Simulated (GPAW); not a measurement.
# S K ELNES/XANES of CSO (R3m) from DFT, part 2 of 2

What does one-electron theory with a core hole give for the S K edge of CSO (R3m)?

GPAW 26.7.0; X-ray absorption from dipole matrix elements to empty bands, plane-wave PAW LDA.

So far. Step 2 (Ground state of the crystal): The mesh shows a gap of 4.79 eV, so the hole is first treated in a charged cell, without the excited electron. Step 3 (Spectrum without a core hole, S atom 1): Main maxima below 24 eV (height): 0.4 eV (3.19), 2.5 eV (1.66), 3.5 eV (1.74), 5.2 eV (1.58), 8.1 eV (0.97) and 23.8 eV (1.30). A K edge sees empty p states on the absorber.

### 5. Spectrum with FCH, S atom 1

The holes are 5.6 Å apart. In GPAW the data set carries the hole's charge, so charge=0 means a charged cell and charge=-1 a neutral one. The excited electron is left out and a uniform background balances the charge. After the field has converged, empty bands are computed with the density fixed and the dipole matrix elements are summed.

xas.py reads:

```python
import numpy as np
from ase import Atoms
from ase.parallel import parprint, paropen
from gpaw import GPAW, PW, FermiDirac, Mixer, MixerDif, setup_paths
from gpaw.test import gen
setup_paths.insert(0, '.')
gen('S', name='fch1s', xcname='LDA', corehole=(1, 0, 1), write_xml=True)
from gpaw.mpi import world
world.barrier()

atoms = Atoms('S2O2C2',
    cell=[[0, -3.8035709, -4.04703916],
     [3.29398903, -1.90178545, 4.04703916],
     [-3.29398903, -1.90178545, 4.04703916]],
    scaled_positions=[[0.729498, 0.270502, 0.270502],
     [0.229498, 0.770502, 0.770502],
     [0.5042535, 0.4957465, 0.4957465],
     [0.0042535, 0.9957465, 0.9957465],
     [0.6011485, 0.3988515, 0.3988515],
     [0.1011485, 0.8988515, 0.8988515]],
    pbc=True)
atoms.calc = calc = GPAW(legacy_gpaw=True, mode=PW(500, force_complex_dtype=True), xc='LDA', setups={0: 'fch1s'},
    kpts={'size': (4, 4, 4), 'gamma': True}, occupations=FermiDirac(0.02),
    charge=0, mixer=Mixer(0.1, 5, 50), maxiter=150,
    convergence={'density': 0.0001, 'eigenstates': 1e-6}, txt='scf.txt')
energy = atoms.get_potential_energy() + calc.get_reference_energy()
ef = calc.get_fermi_level()
out = dict(energy=energy, fermi=ef, forces=atoms.get_forces().tolist())
parprint(f'all-electron energy {energy:.4f} eV, Fermi level {ef:.4f} eV')
ev = np.array([[calc.get_eigenvalues(k, s) for k in range(len(calc.get_ibz_k_points()))] for s in range(calc.get_number_of_spins())])
out['homo'], out['lumo'], out['counts'] = ev[ev < ef].max(), ev[ev > ef].min(), sorted(set((ev < ef).sum((0, 2)).tolist()))
out['filled'] = (ev[:, 0] < ef).sum(1).tolist()

from ase.units import Ha
from gpaw.xas import dipole_matrix_elements
nb = int(calc.get_number_of_electrons() / 2) + 93
top, nb = nb, nb + 8 + nb // 12
nscf = calc.fixed_density(kpts={'size': (5, 5, 5), 'gamma': True}, nbands=nb,
    convergence={'bands': top, 'eigenstates': 5e-3}, maxiter=60, txt='nscf.txt')
cell = atoms.cell.array
ops = [cell.T @ U.T @ np.linalg.inv(cell.T) for U in nscf.wfs.kd.symmetry.op_scc]
filled = [16]  # bands filled in the ground state, by spin
E = np.arange(-6, 34, 0.1)
fwhm = np.interp(E, [4, 25], [0.9, 3.5])
Y, X, zero, highest = 0, 0, 1e9, 1e9
for spin in range(nscf.get_number_of_spins()):
    wfs = nscf.wfs
    mine = wfs.bd.get_slice()  # this rank's bands
    A = dipole_matrix_elements(wfs.setups[0])
    eps = np.zeros((wfs.kd.nibzkpts, nb))
    d = np.zeros((3, A.shape[1], wfs.kd.nibzkpts, nb), complex)
    for kpt in wfs.kpt_u:
        if kpt.s == spin and 0 in kpt.P_ani:
            eps[kpt.k, mine] = kpt.eps_n * Ha
            d[:, :, kpt.k, mine] = (kpt.weight * wfs.nspins / 2) ** 0.5 * np.inner(A, kpt.P_ani[0])
    world.sum(eps)
    world.sum(d)
    T = np.einsum('amkn,bmkn->abkn', d, d.conj()).real
    T = sum(np.einsum('ai,ijkn,bj->abkn', R, T, R) for R in ops) / len(ops)
    empty = np.ones_like(eps, bool) & (np.arange(nb) >= filled[spin])
    zero, highest = min(zero, eps[empty].min()), min(highest, eps[:, top - 1].min())
    lines = [(eps, T, empty)] if spin == 0 else lines + [(eps, T, empty)]
for eps, T, empty in lines:
    f = np.einsum('aakn->akn', T).reshape(3, -1)
    x = eps.ravel() - zero
    w = np.interp(x, E, fwhm) / 2.35482
    g = np.exp(-0.5 * ((E[:, None] - x) / w) ** 2) / (w * (2 * np.pi) ** 0.5)
    Y = Y + (f * empty.ravel()) @ g.T
    X = X + (f * ~empty.ravel()) @ g.T
out.update(E=E.round(2).tolist(), xas=Y.tolist(), xes=X.tolist(), zero=zero, valid=highest - zero, nk=len(eps), nb=nb)
for i in range(0, len(E), 10):
    parprint(f'{E[i]:7.2f}', *(f'{v:10.3e}' for v in Y[:, i]))
import json
with paropen('out.json', 'w') as f:
    json.dump(out, f)
```

Launch:

```
$ OMP_NUM_THREADS=1 mpirun -n 4 gpaw python xas.py
```

Numbers of over 12 decimals in the logs are rounded to 6 here.

What it wrote:

```text
Input parameters:
  convergence: {density: 0.0001,
                eigenstates: 1e-06}
  kpts: {gamma: True,
         size: (4, 4, 4)}
  maxiter: 150
  mixer: {backend: pulay,
          beta: 0.1,
          method: separate,
          nmaxold: 5,
          weight: 50}
  mode: {ecut: 500.0,
         force_complex_dtype: True,
         name: pw}
  occupations: {fixmagmom: False,
                name: fermi-dirac,
                width: 0.02}
  setups: {0: fch1s}

Initialize ...

[... PAW data sets ...]

Reference energy: -25257.559233  # eV

Spin-paired calculation

[... convergence settings ...]
Symmetries present (total): 2
  [... symmetry matrices ...]

64 k-points: 4 x 4 x 4 Monkhorst-Pack grid + [1/8,1/8,1/8]
24 k-points in the irreducible part of the Brillouin zone
       k-points in crystal coordinates                weights
   0:     0.00000000    0.00000000    0.00000000          1/64
   1:     0.00000000    0.25000000   -0.25000000          2/64
   2:     0.00000000    0.25000000    0.00000000          4/64
   3:     0.00000000    0.25000000    0.25000000          2/64
   4:     0.00000000    0.50000000    0.00000000          2/64
   5:     0.00000000    0.50000000    0.25000000          4/64
   6:     0.00000000    0.50000000    0.50000000          1/64
   7:     0.25000000   -0.25000000   -0.25000000          2/64
   8:     0.25000000    0.00000000   -0.25000000          4/64
   9:     0.25000000    0.00000000    0.00000000          2/64
          ...
  23:     0.50000000    0.50000000    0.50000000          1/64

Wave functions: Plane wave expansion
  Cutoff energy: 500.000 eV
  Number of coefficients (min, max): 3852, 3880
  Pulay-stress correction: 0.000000 eV/Ang^3 (de/decut=0.000000)
  Using FFTW library
  Wavefunction extrapolation:
    Improved wavefunction reuse through dual PAW basis

Occupation numbers: Fermi-Dirac:
  width: 0.0200  # eV

Eigensolver
   Davidson(niter=2)

Densities:
  Coarse grid: 30*30*30 grid
  Fine grid: 60*60*60 grid
  Total Charge: 1.000000

Density mixing:
  Method: separate
  Backend: pulay
  Linear mixing parameter: 0.1
  old densities: 5
  Width of damping distribution: 1.1
  Damping of long wavelength oscillations: 50

[... Hamiltonian set-up ...]
Number of atoms: 6
Number of atomic orbitals: 24
Number of bands in calculation: 24
Number of valence electrons: 32
Bands to converge: occupied

... initialized

Initializing position-dependent things.

Density initialized from atomic densities
Creating initial wave functions:
  24 bands from LCAO basis set

       O

       C

       S

       O

       C

       S

Atomic positions and initial magnetic moments

Positions:
   0 S     -0.000000   -3.803571   -0.762843    ( 0.0000,  0.0000,  0.0000)
   1 S     -0.000000   -3.803571    5.307716    ( 0.0000,  0.0000,  0.0000)
   2 O      0.000000   -3.803571    1.971877    ( 0.0000,  0.0000,  0.0000)
   3 O      0.000000   -3.803571    8.042436    ( 0.0000,  0.0000,  0.0000)
   4 C     -0.000000   -3.803571    0.795464    ( 0.0000,  0.0000,  0.0000)
   5 C      0.000000   -3.803571    6.866022    ( 0.0000,  0.0000,  0.0000)

Unit cell:
           periodic     x           y           z      points  spacing
  1. axis:    yes    0.000000   -3.803571   -4.047039    30     0.1721
  2. axis:    yes    3.293989   -1.901785    4.047039    30     0.1721
  3. axis:    yes   -3.293989   -1.901785    4.047039    30     0.1721

  Lengths:   5.553889   5.553889   5.553889
  Angles:   72.754037 107.245963 107.245963

Effective grid spacing dv^(1/3) = 0.1779

iter:   1   -54.461475
iter:   2   -53.622142   -1.30  -0.94
iter:   3   -52.829868   -1.78  -1.04
iter:   4   -52.618487   -2.22  -1.22
iter:   5   -52.606522   -2.07  -1.45
iter:   6   -52.579720   -2.91  -1.82
iter:   7   -52.575250   -3.45  -2.20
iter:   8   -52.573839c  -4.32  -2.53
iter:   9   -52.573783c  -4.85  -2.82
iter:  10   -52.573777c  -5.77  -3.01
iter:  11   -52.573758c  -6.10c -3.10
iter:  12   -52.573731c  -5.99  -3.19
iter:  13   -52.573719c  -6.37c -3.47
iter:  14   -52.573714c  -6.68c -3.69
iter:  15   -52.573712c  -6.91c -3.96
iter:  16   -52.573712c  -8.07c -4.40c

Converged after 16 iterations.

Dipole moment: (0.000000, 0.000000, 9.837539) |e|*Ang

Energy contributions relative to reference atoms: (reference = -25257.559233)

Kinetic:        +25.907165
Potential:      -44.003218
External:        +0.000000
XC:             -34.330011
Entropy (-ST):   -0.000000
Local:           -0.147648
SIC:             +0.000000
--------------------------
Free energy:    -52.573712
Extrapolated:   -52.573712

Showing only first 2 kpts
 Kpt  Band  Eigenvalues  Occupancy
  0    14     -1.91442    2.00000
  0    15     -1.91442    2.00000
  0    16      0.64449    0.00000
  0    17      0.64449    0.00000

  1    14     -1.90782    2.00000
  1    15     -1.83231    2.00000
  1    16      0.64083    0.00000
[...]
Fermi level: -1.03653

Gap: 2.284 eV
Transition (v -> c):
  (s=0, k=6, n=15, [0.00, 0.50, 0.50]) -> (s=0, k=21, n=16, [0.50, 0.50, 0.00])
Direct/indirect transitions are different
Direct gap: 2.284 eV
Transition at: (s=0, k=21, n=15, [0.50, 0.50, 0.00])

Forces in eV/Ang:
  0 S     0.00000    0.00000    0.31613
  1 S     0.00000    0.00000   -0.17644
  2 O     0.00000    0.00000   -4.43906
  3 O     0.00000   -0.00000   -0.92441
  4 C     0.00000   -0.00000    4.02995
  5 C     0.00000   -0.00000    1.20437
Scalar-relativistic atomic LDA calculation for S (Sulfur, Z=16)
Core hole in 1s state (1s occupation: 1.0)
450 radial gridpoints.
|------------------------------------------------|
|------------------------------------------------|
[... the atom generator's iteration count ...]

Energy contributions:
-------------------------
Kinetic:     +307.027779
XC:           -20.036781
Potential:   -593.463960
-------------------------
Total:       -306.472962

state      eigenvalue         ekin         rmax
-----------------------------------------------
1s^1.0 :   -94.587655   125.271961        0.063
2s^2.0 :    -9.346963    20.537295        0.374
2p^6.0 :    -7.528664    20.376522        0.303
3s^2.0 :    -1.141348     3.532854        1.290
3p^4.0 :    -0.722112     2.839097        1.384
-----------------------------------------------
(units: Bohr and Hartree)

Generating PAW setup
Kinetic energy of the core from tauc = 289.375410
Cutoffs:
rc(s)=1.840
rc(p)=1.850
rc(d)=1.700
rc(vbar)=1.720
rc(comp)=1.430
rc(nct)=1.850

Kinetic energy of the core states: 288.605682
Charge: 1.0
Core electrons: 9.0
Valence electrons: 6.0
Pseudo-core charge: 0.024693
Shape function alpha=4.890
Pseudo-electron charge 6.344591
state    eigenvalue         norm
--------------------------------
3s(2) :    -1.141348     1.235204
*s    :    -0.141348
3p(4) :    -0.722112     0.962372
*p    :     0.277888
*d    :     0.000000
--------------------------------

Diagonalizing with gridspacing h=0.050

state   all-electron     PAW
-------------------------------
3s:      -1.141348    -1.142157
3p:      -0.722112    -0.722797
*d:                   -0.153507
*f:                   -0.016109
-------------------------------
all-electron energy -25310.1329 eV, Fermi level -1.0365 eV
[...]
31.00  1.655e-06  1.655e-06  1.462e-06
  32.00  1.848e-06  1.849e-06  1.369e-06
  33.00  2.076e-06  2.076e-06  1.405e-06
```

Run time: 49 s. Hardware: 4 MPI ranks of Intel Xeon Platinum 8488C (Sapphire Rapids), shared host; peak memory 0.37 GiB.

The S K spectrum, S atom 1, full core hole (charged cell) (energy from the lowest empty level; intensity scaled to a mean of 1 over the first 20 eV; polarised curves are means over the symmetry-equivalent atoms):

```csv
E (eV),isotropic,ε ⊥ c,ε ∥ c
-2.00,0.00,0.00,0.00
-1.25,0.02,0.02,0.00
-0.50,1.53,2.30,0.01
0.25,3.56,5.31,0.06
1.00,1.74,0.29,4.65
1.75,4.98,0.04,14.84
2.50,0.54,0.04,1.55
3.25,0.31,0.11,0.70
4.00,0.33,0.25,0.47
4.75,0.41,0.37,0.50
5.50,0.52,0.47,0.61
6.25,0.92,1.04,0.69
7.00,1.21,1.37,0.88
7.75,1.11,1.11,1.12
8.50,0.82,0.78,0.91
9.25,0.72,0.59,0.98
10.00,0.63,0.49,0.92
10.75,0.59,0.50,0.76
11.50,0.59,0.51,0.73
12.25,0.63,0.54,0.79
13.00,0.73,0.66,0.87
13.75,0.81,0.77,0.89
14.50,0.81,0.79,0.85
15.25,0.78,0.79,0.77
16.00,0.79,0.84,0.68
16.75,0.82,0.93,0.61
17.50,0.85,0.98,0.59
18.25,0.86,0.96,0.65
19.00,0.88,0.92,0.80
19.75,0.95,0.92,1.00
20.50,1.05,0.97,1.21
21.25,1.17,1.04,1.43
22.00,1.29,1.12,1.63
22.75,1.40,1.20,1.80
23.50,1.47,1.25,1.92
24.25,1.48,1.24,1.95
25.00,1.41,1.18,1.88
25.75,1.28,1.06,1.73
26.50,1.12,0.93,1.51
27.25,0.96,0.80,1.28
28.00,0.82,0.71,1.06
28.75,0.72,0.64,0.87
29.50,0.65,0.60,0.73
30.25,0.61,0.60,0.62
31.00,0.60,0.62,0.55
31.75,0.62,0.68,0.52
```

Main maxima below 24 eV (height): 0.0 eV (4.12), 1.6 eV (5.30), 7.1 eV (1.21) and 23.9 eV (1.48). 

The hole costs E(hole) − E(ground) = 2474.91 eV, and the lowest empty level of the hole cell on the spectrum's mesh lies at 0.60 eV, which puts the zero at 2475.52 eV. One term is added: -16.82 eV, since the hole is spin-paired here and a spin-polarised one costs that much less in the free atom (computed apart). The photon energy is then 2458.70 eV. The functional and the charged cell's background leave an error in such absolute values: in the free atom LDA prices this hole 9.1 eV below PBE (computed apart), and PBE is itself good to a few eV.

### 6. With and without the hole

Both curves are counted from their own zero, so only the shift of weight within the empty states shows.

| E (eV) | no hole | FCH |
| --- | --- | --- |
| -2.0 | 0.00 | 0.00 |
| -1.0 | 0.02 | 0.10 |
| 0.0 | 2.31 | 4.12 |
| 1.0 | 1.22 | 1.74 |
| 2.0 | 1.17 | 3.30 |
| 3.0 | 1.47 | 0.31 |
| 4.0 | 1.24 | 0.33 |
| 5.0 | 1.52 | 0.44 |
| 6.0 | 1.20 | 0.76 |
| 7.0 | 0.88 | 1.21 |
| 8.0 | 0.97 | 1.02 |
| 9.0 | 0.88 | 0.74 |
| 10.0 | 0.84 | 0.63 |
| 11.0 | 0.74 | 0.59 |
| 12.0 | 0.78 | 0.60 |
| 13.0 | 0.74 | 0.73 |
| 14.0 | 0.66 | 0.82 |
| 15.0 | 0.67 | 0.79 |
| 16.0 | 0.67 | 0.79 |
| 17.0 | 0.68 | 0.83 |
| 18.0 | 0.72 | 0.86 |
| 19.0 | 0.80 | 0.88 |
| 20.0 | 0.87 | 0.98 |
| 21.0 | 0.99 | 1.13 |
| 22.0 | 1.14 | 1.29 |
| 23.0 | 1.27 | 1.43 |
| 24.0 | 1.30 | 1.48 |
| 25.0 | 1.25 | 1.41 |
| 26.0 | 1.15 | 1.23 |
| 27.0 | 1.05 | 1.01 |
| 28.0 | 0.94 | 0.82 |
| 29.0 | 0.85 | 0.69 |
| 30.0 | 0.78 | 0.62 |
| 31.0 | 0.76 | 0.60 |
| 32.0 | 0.75 | 0.64 |

With each curve scaled to its own mean, the area from −2 to 6 eV with the hole is 10.6 against 9.8, and the centre of weight from −1 to 20 eV moves by -0.5 eV (first and strongest maxima below 20 eV: 0.4 eV (3.19), 2.5 eV (1.66) and 3.5 eV (1.74) without the hole, 0.0 eV (4.12), 1.6 eV (5.30) and 7.1 eV (1.21) with it); the shape changes all the same, by 81 % r.m.s.

### 7. Outcome

```json
{"absorber and edge": "S K, atom 1 of the ground-state input (counted from 1)", "surroundings": "1 C at 1.56 Å (terminal, site symmetry 3m)", "highest intensity below 16 eV": "1.6 eV above the zero, height 5.30", "photon energy of the zero, with the added terms": "2458.7 eV (raw 2475.5 eV; LDA puts this hole about 9 eV below PBE, itself good to a few eV)"}
```

What this shows: The S K edge of atom 1, with 1 C at 1.56 Å (terminal, site symmetry 3m), has its highest intensity of the first 16 eV at 1.6 eV above the zero, near 2460 eV in photon energy (LDA puts this hole about 9 eV below PBE, itself good to a few eV), 5.3 times the mean level of the first 20 eV (Gaussian full width 0.9 eV up to 4 eV, rising linearly to 3.5 eV at 25 eV). With each curve scaled to its own mean, the area from −2 to 6 eV with the hole is 10.6 against 9.8, and the centre of weight from −1 to 20 eV moves by -0.5 eV (first and strongest maxima below 20 eV: 0.4 eV (3.19), 2.5 eV (1.66) and 3.5 eV (1.74) without the hole, 0.0 eV (4.12), 1.6 eV (5.30) and 7.1 eV (1.21) with it); the shape changes all the same, by 81 % r.m.s. At the S K edge of atom 1 polarisation matters most near 1.6 eV, where the curves differ by 15.8 on this scale. The holes are only 5.6 Å apart, so the shape is probably not converged with cell size; no larger cell was run here. The mesh is coarse (0.24 Å⁻¹ between points), so small maxima may be mesh ripples. Lifetime broadening is put in by hand, and intensities beyond about 20 eV depend on it and on the partial waves. The structure is a computed Materials Project entry and may be a hypothetical form.

[Banner, clock and machine lines of the logs are left out without a mark of their own.]

[Logs are printed without paths, hosts, clocks, repeated set-up lines and the standing remarks that a program may print on its own settings, such as how far it seeks lower states.]

[Hosts, paths, dates, database ids (printed as entryN), source tags and the programs' standing remarks are cut or masked in the printed files.]

[Lists of maxima count a maximum above −3 eV only where it reaches 4 % of the highest in the window and stands out from its surroundings by 2 % of it (1.5 % where it reaches 55 %); shoulders and weaker maxima are passed over, and of the rest the first, up to two pre-edge ones and the few strongest are named.]
